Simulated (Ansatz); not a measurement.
# ZnAs2Pb2, from a guessed structure to a relaxed one, part 2 of 2

Starting from a made-up structure for ZnAs2Pb2, the aim is the relaxed cell, its shortest contacts and, where a second run follows, its electronic structure.

Ansatz 0.2.0; DFT, PBE, plane-wave PAW, files of the set soft_1, scalar-relativistic, no spin, cell and ions relaxed at zero pressure; PAW set soft_1 (the session's first sound run).

So far: Starting point; Relaxing cell and atoms. The relaxed cell has a = 4.247, c = 8.625 Å (conventional setting).

## 3. Bands of the relaxed cell

With the geometry fixed, one more self-consistent run, with a narrower smearing and the mesh shown in its input, gives the bands, and its pressure, and its forces where symmetry allows any, show how far the geometry depends on these settings.

This step: DFT, PBE, plane-wave PAW, files of the set soft_1, scalar-relativistic, no spin, bands and density of states at the relaxed cell; PAW set soft_1 (Ansatz 0.2.0).

input.yaml

```yaml
crystal:
  lattice:
    - [4.2465308859, 0.0, 0.0]
    - [-2.123265443, 3.6776036252, 0.0]
    - [0.0, 0.0, 8.6245828855]
  atoms:
    - { symbol: Pb, position: [0.0, 0.0, 0.2977506789] }
    - { symbol: Pb, position: [0.0, 0.0, 0.7022493211] }
    - { symbol: As, position: [0.3333333333, 0.6666666667, 0.0] }
    - { symbol: As, position: [0.6666666667, 0.3333333333, 0.5] }
    - { symbol: Zn, position: [0.6666666667, 0.3333333333, 0.0] }
kpoints:
  mp_grid: { grid: [8, 8, 4] }
  band_path:
    path:
      - [[0.0, 0.0, 0.0], [0.5, 0.0, 0.0], [0.33333333, 0.33333333, 0.0], [0.0, 0.0, 0.0], [0.0, 0.0, 0.5], [0.5, 0.0, 0.5], [0.33333333, 0.33333333, 0.5], [0.0, 0.0, 0.5]]
      - [[0.5, 0.0, 0.5], [0.5, 0.0, 0.0]]
      - [[0.33333333, 0.33333333, 0.0], [0.33333333, 0.33333333, 0.5]]
    npoints: 8
scf:
  occupations: { method: fermi_dirac, width: 0.03 }
  n_extra_bands: 9
hamiltonian:
  xc: pbe
  pseudopotentials: { kind: paw, azcp: { folder: soft_1 } }
output:
  forces: true
  stress: true
  write_bands: true
  dos: { projected: true }
  write_density: true
  write_potential: true
  elf: true
  volumetric_format: npy
```

The run is started by

```bash
ansatz run input.yaml --threads 4 --pin off --max-ram 8192MiB --backend cpu --events-out ev --progress --plain --runs-dir out
```

Numbers of over 12 decimals in the logs are rounded to 6 here.

The log of the run:

```text
[...]
Crystal: 5 atoms, lattice volume = 134.691 Å³
Basis set: ecut = 420 eV, 2651 PW (Γ), exchange–correlation on 60×60×120 points (8 copies of the dense FFT grid, shifted against one another)
Bands: 44, of which v1, the nominal top of the filled ones, is band 35 counted from 1 (34 counted from 0)
Symmetry: 12 space group operations
[...]
k-points: 30 of 256 (time reversal used)
[...]
SCF iter   1: F=—  HF=-36851.279867 eV  |F-HF|=—  |Δ(HF+E_count)|=         —  Δρ=4.23e-2  dr2=7.69e0  ethr=3.10e-3  ⟨swp⟩=7.2  Hψ=5926  notcnv=0
[...]
SCF iter  14: F=-36849.309248 eV  HF=-36849.309248 eV  |F-HF|=5.30e-9  |Δ(HF+E_count)|=   8.60e-9  Δρ=3.42e-6  dr2=2.47e-8  ethr=1.43e-10  ⟨swp⟩=8.7  Hψ=7865  notcnv=0
SCF 1 converged in 14 iterations: F = -36849.309248 eV  dr2 = 2.47e-8
[...]
NSCF: frozen V_eff on 75 k-points
SCF converged after 14 iterations
Free energy (F): -36849.309248 eV
[...]
Internal energy: -36849.305020 eV  (E = F + TS)
E sigma→0 (E₀):  -36849.307134 eV
Entropy (-TS):   -0.004229 eV (-0.846 meV/atom)
Fermi energy:    8.818508 eV
[...]
--- Forces (eV/Å), atoms counted from 1 ---
  atom   1  Pb    -0.00000000    -0.00000000     0.00578956
  atom   2  Pb    -0.00000000    -0.00000000    -0.00578956
  atom   3  As    -0.00000000    -0.00000000     0.00000000
  atom   4  As     0.00000000     0.00000000    -0.00000000
  atom   5  Zn     0.00000000     0.00000000    -0.00000000
  max |Σ_I F_I| component: 1.64e-16 eV/Å
--- Stress (GPa, compression-positive) ---
       -0.001866      -0.000000      -0.000000
       -0.000000      -0.001866       0.000000
        0.000000       0.000000       0.022252
  P = ⅓ Tr σ = 0.0062 GPa (0.062 kbar)
--- Band table (eV; the first three rows and the last of 30) ---
  k-point 0: bands = [... 31 lower, 8.1114, 8.3443, 8.3443, 8.5193, 9.7933, 10.8450, 11.4818, 11.4818, ... 5 higher]
  k-point 1: bands = [... 31 lower, 8.1269, 8.3389, 8.3389, 8.4185, 9.7909, 10.9506, 11.4058, 11.4058, ... 5 higher]
  k-point 2: bands = [... 31 lower, 8.1436, 8.3004, 8.3324, 8.3324, 9.8024, 11.0319, 11.3297, 11.3297, ... 5 higher]
  k-point 29: bands = [... 31 lower, 5.6824, 6.4474, 6.7723, 7.7344, 8.7994, 8.9765, 12.2012, 12.2594, ... 5 higher]
```

Elapsed: 16 s, on 4 threads of Arm Neoverse V1, shared host; peak memory 0.64 GiB; 63 s of CPU time.

In the SCF lines HF is the Harris–Foulkes energy and dr2 the Hartree energy of the density residual, in eV; the loop may stop once dr2 is under the threshold and the program's other checks hold. Hψ counts applications of the Hamiltonian.

Numbers from this step:

```yaml
free_energy: -36849.3092 eV
energy_at_zero_smearing: -36849.3071 eV
smearing_term_ts: 0.004229 eV
fermi_energy: 8.819 eV
pressure: 0.006173 GPa
```

bands.tsv at the labelled points (eV, zero at the Fermi level; the bands that come nearest the Fermi level along the path):

| point | band 32 | band 33 | band 34 | band 35 | band 36 | band 37 | band 38 | band 39 |
| --- | --- | --- | --- | --- | --- | --- | --- | --- |
| Γ | -0.71 | -0.47 | -0.47 | -0.30 | 0.97 | 2.03 | 2.66 | 2.66 |
| M | -2.43 | -1.95 | -1.39 | -0.59 | -0.11 | 1.26 | 1.58 | 2.62 |
| K | -3.43 | -3.08 | -2.13 | -0.46 | 1.79 | 1.85 | 1.99 | 2.43 |
| Γ | -0.71 | -0.47 | -0.47 | -0.30 | 0.97 | 2.03 | 2.66 | 2.66 |
| A | -0.67 | -0.52 | -0.49 | -0.49 | 0.98 | 2.21 | 2.51 | 2.51 |
| L | -2.79 | -2.11 | -2.01 | -1.90 | 1.18 | 1.40 | 2.10 | 2.28 |
| H | -3.13 | -2.42 | -1.93 | -0.93 | -0.24 | -0.23 | 3.79 | 3.83 |
| A | -0.67 | -0.52 | -0.49 | -0.49 | 0.98 | 2.21 | 2.51 | 2.51 |
| L | -2.79 | -2.11 | -2.01 | -1.90 | 1.18 | 1.40 | 2.10 | 2.28 |
| M | -2.43 | -1.95 | -1.39 | -0.59 | -0.11 | 1.26 | 1.58 | 2.62 |
| K | -3.43 | -3.08 | -2.13 | -0.46 | 1.79 | 1.85 | 1.99 | 2.43 |
| H | -3.13 | -2.42 | -1.93 | -0.93 | -0.24 | -0.23 | 3.79 | 3.83 |

States per cell as run, both spins, in windows of 1 eV, from dos.tsv (zero at the Fermi level):

```csv
from,to,total
-8,-7,9.89
-7,-6,2.08
-6,-5,0.50
-5,-4,0.87
-4,-3,1.96
-3,-2,3.31
-2,-1,3.50
-1,0,1.86
0,1,1.27
1,2,2.61
2,3,3.85
3,4,2.70
4,5,3.65
```

A further 46.0 states lie below the table's range.

Electrostatic potential energy in the ac plane at fractional y = 0.333, with atoms of As and Zn within 0.2 Å of it. With pseudopotentials it is smooth inside the atoms' cores, unlike the true potential.

Ten even steps from '0' (-35 eV) to '9' (12 eV), each cell a mean:
```
99999972000169
99999996312589
99999999877899
99999999999999
99999999999999
98889999999999
88888999999999
98888999999999
99889999888999
99999997666789
99999975788679
99999966999768
99999976899668
99999986666679
99999998777899
98889999999999
88888999999999
98888999999999
99999999999999
99999999999999
99999999988999
99999997545799
99999984000279
99999971000058
```
Columns run along a (4.2 Å; values clipped at the 3rd and 97th percentile), rows up along c (8.6 Å). Atoms in or near the plane, at fractional coordinates: As at (0.67, 0.50), Zn at (0.67, 0.00).

Valence density in the ac plane at fractional y = 0.333, with atoms of As and Zn within 0.2 Å of it. It is the smooth field of the valence electrons, not physical close to the nuclei.

Ten steps, logarithmic in the rise over the least value, from '0' (0 e/Å³) to '9' (34 e/Å³), each cell a mean:
```
00000013687411
00000001343210
00000000111000
00000000000000
00000000000000
00000000000000
00110000000000
00100000000000
00000000111000
00000011222110
00000012576311
00000114898521
00000013787421
00000012343210
00000001111100
00000000000000
00110000000000
00100000000000
00000000000000
00000000000000
00000000000000
00000001122100
00000012565310
00000113798421
```
Columns run along a (4.2 Å), rows up along c (8.6 Å). Atoms in or near the plane, at fractional coordinates: As at (0.67, 0.50), Zn at (0.67, 0.00).

ELF in the ac plane at fractional y = 0.333, with atoms of As and Zn within 0.2 Å of it. It is the smooth field of the valence electrons, not physical close to the nuclei.

Ten even steps from '_' (0.00) to '@' (0.67), each cell a mean:
```
##########++--..______..::==
**********++--::......::--==
--========----::::::::::::--
::::::::::::::..........::::
::------::::................
--========::....______....::
==++++++==--::::::::::::::--
--========----==++****++----
----------==**%%@@@@@@%%**==
==--::::--**%%@@@@%%@@@@@@##
++::..::==%%@@@@**==++%%@@@@
**--..::++@@@@##::..::**@@@@
**--..::++@@@@%%==::--##@@@@
==::::::==##@@@@%%##%%@@@@%%
----------++##@@@@@@@@@@%%++
--======----==**##%%##**++--
====++++==--::----==----::--
====++++==--::............::
----====--::....________..::
::::::::::..................
----------::::::::::::::::::
++++++++++==--::::::::::--==
##########++--::______..::==
##%%##%%##++--..________::==
```
Columns run along a (4.2 Å), rows up along c (8.6 Å). Atoms in or near the plane, at fractional coordinates: As at (0.67, 0.50), Zn at (0.67, 0.00).

## 4. Summary of results

```json
{
  "space group, relaxed": "P-6m2",
  "conventional cell": "a = 4.247, b = 4.247, c = 8.625 Å; α = 90.0°, β = 90.0°, γ = 120.0°",
  "volume per atom": "26.94 Å³ (guess 21.72)"
}
```

What this shows: ZnAs2Pb2 relaxes to P-6m2 with a = 4.247, b = 4.247 and c = 8.625 Å. The guessed volume was 19 % too small. The space group P-6m2 was held in the relaxation, so the end point is a stationary structure within it and may be a saddle against distortions or other arrangements. Bands cross the Fermi level, so it is a metal or semimetal at this level. Semilocal functionals can close a small real gap, so this isn't settled for compounds with anions. On the 8×8×4 mesh with the narrower smearing (relaxed on 8×8×4) the largest force component is 0.006 eV/Å and the largest stress component is 0.022 GPa, within the relaxation's thresholds of 0.015 eV/Å and 0.05 GPa. The cutoff wasn't tested. A vector of the cell changed its length by 11 %, more than the volume shows. Spin-orbit coupling is left out, which can matter for elements this heavy. No dispersion term is used, so weakly bound directions may come out too long. Nothing here tests whether the compound is stable against decomposition.

[Logs are printed without paths, hosts, clocks, repeated set-up lines and the standing remarks that a program may print on its own settings, such as how far it seeks lower states.]

[Hosts, paths, dates, database ids (printed as entryN), source tags and the programs' standing remarks are cut or masked in the printed files.]
